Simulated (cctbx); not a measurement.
## Diagnosing a refinement

Cell a = 10.7780 Å, b = 10.7780 Å, c = 5.4420 Å, α = 90.00°, β = 90.00°, γ = 90.00°; space group I4/mcm (no. 140).

Simulated single-crystal data (cctbx): Cu Kα, λ = 1.54184 Å, to d = 0.83 Å, 70 % of the full sphere, strongest reflection 40000 counts, noise from counting, a 4 % proportional error and a noise floor of 8 counts (s.d.); no absorption.

An anisotropic refinement with weights 1/σ² prints:

```text
Rint 0.033, 179 unique reflections to 0.83 A
cycle     R1     wR2    GooF  max shift (A)
   1  0.1922  0.4610  23.696   0.01647
   2  0.1925  0.4323  22.222   0.00015
final R1 0.1924 wR2 0.4323 GooF 22.222  parameters 12  data/parameter 14.9
atom        x        y        z      Ueq    occ   su(xyz)  su(Uiso or U11)
W1     0.00000  0.50000  0.25000  -0.0012  1.000  0.00000  0.0033  NPD
W2     0.71119  0.58454  0.50000   0.0015  1.000  0.00040  0.0032  NPD
Ga1    0.15866  0.34134  0.00000   0.0056  1.000  0.00131  0.0058
difference map: max 99.40 min -9.35 rms 4.62
Q1    0.0000  0.0000  0.2500    4  103.15  2.80 A from W2
Q2    0.0798  0.2137  0.5000   16   35.57  0.06 A from W2
Q3    0.0000  0.5000  0.2500    4   35.31  0.00 A from W1
Q4    0.1576  0.3424  0.0000    8   12.63  0.02 A from Ga1
Q5    0.0000  0.0000  0.0000    4   10.82  2.45 A from W2
Q6    0.9998  0.3257  0.0000   16    5.45  1.53 A from W2
```

**Question.** Can this result stand? If not, what is the likely fault?

Mend it. The fault: an atom left out, Ga at (0, 0, 1/4). Against the right model at the same level, R1 goes from 0.0081 to 0.1924 and GooF from 0.83 to 22.22, the top difference peak, 103.2 e/Å³, lies 2.80 Å from W2 and W1 and W2 go non-positive-definite. Q1 is the missing atom. With scattering power missing, scale and phases suffer, so peaks may also grow on the heavy atoms.

The compound is Ga3W5. The right model at the same level gives:

```text
Rint 0.033, 179 unique reflections to 0.83 A
cycle     R1     wR2    GooF  max shift (A)
   1  0.0121  0.0291   1.504   0.00068
   2  0.0081  0.0161   0.833   0.00000
final R1 0.0081 wR2 0.0161 GooF 0.833  parameters 14  data/parameter 12.8
atom        x        y        z      Ueq    occ   su(xyz)  su(Uiso or U11)
W1     0.00000  0.50000  0.25000   0.0081  1.000  0.00000  0.0001
W2     0.71111  0.58423  0.50000   0.0090  1.000  0.00001  0.0001
Ga1    0.15753  0.34247  0.00000   0.0154  1.000  0.00004  0.0002
Ga2    0.00000  0.00000  0.25000   0.0124  1.000  0.00000  0.0003
difference map: max 1.00 min -0.74 rms 0.19
Q1    0.0000  0.5000  0.0000    4    1.02  1.36 A from W1
Q2    0.2023  0.2977  0.2679   16    0.65  1.61 A from Ga1
Q3    0.0000  0.0942  0.2500   16    0.64  1.01 A from Ga2
Q4    0.1133  0.2195  0.2449   32    0.61  1.43 A from W2
Q5    0.0861  0.4139  0.5000    8    0.60  1.89 A from W1
Q6    0.9910  0.3110  0.0000   16    0.47  1.35 A from W2
```

Isotropic U is held between 0.0001 and 1 Å² by the program, and listed peak heights are interpolated, so they can pass the grid's maximum.

This is a model crystal, built by substitution and not relaxed, with assumed displacement parameters.

[Middle refinement cycles are left out of these outputs.]

[Logs are printed without paths, hosts, clocks, repeated set-up lines and the standing remarks that a program may print on its own settings, such as how far it seeks lower states.]
